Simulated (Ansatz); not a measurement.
The compound is RbVF3 (cubic perovskite) (Pm-3m).

The structure was built from a prototype and need not be the compound's stable phase.

Symmetry: Pm-3m, No. 221, cubic system. Conventional cell: a = 4.006 Å, b = 4.006 Å, c = 4.006 Å, α = 90.00°, β = 90.00°, γ = 90.00°. Rb has 12 F at 2.83 Å nearest. V has 6 F at 2.00 Å nearest. Nearest to F lie 2 V at 2.00 Å and 4 Rb at 2.83 Å. Farther neighbours and most contacts between anions are not listed.

```xyz
5
Lattice="0.0000 -4.0063 0.0000 0.0000 0.0000 4.0063 -4.0063 0.0000 0.0000" Properties=species:S:1:pos:R:3 pbc="T T T"
Rb    0.0000    0.0000    0.0000
V    -2.0031   -2.0031    2.0031
F     0.0000   -2.0031    2.0031
F    -2.0031   -2.0031    0.0000
F    -2.0031    0.0000    2.0031
```

The structure was relaxed with LDA. The structure type comes from a generator and need not be one that this composition takes. The structure was generated from a model, not taken from a measurement. The runs that relaxed it are not among those shown. The program's search for lower electronic states was switched off, so nothing shows that the state found is the lowest. PAW set soft_2, made with PBE.

A constrained-RPA run (Ansatz 0.2.0; non-magnetic LDA; V d + anion p, bands v11 to c3, 4×4×4 mesh, medium accuracy) builds 14 functions on bands 14 eV wide, with 21.0 electrons in the window. The bare on-site interaction is 18.8 eV and the bare J 0.65 eV.

Question: What U and J survive the screening?

On the V d shell, U = 8.84 eV (47 % of the bare value), U′ = 7.76 eV, J = 0.54 eV.

The parent state is non-magnetic and the interaction static (zero frequency); U depends on the window and the orbitals, so it belongs to this model alone. A window that holds the anion p bands defines a model with explicit ligands; its U belongs to that model and is not the U of DFT+U.

[Paths, hosts, dates, memory and timing lines, banners, echoed tables and standing remarks are left out of the program output.]

[Logs are printed without paths, hosts, clocks, repeated set-up lines and the standing remarks that a program may print on its own settings, such as how far it seeks lower states.]

[Runs of the session that timed out or met a known fault of the program may be left out.]

[Hosts, paths, dates, database ids (printed as entryN), source tags and the programs' standing remarks are cut or masked in the printed files.]
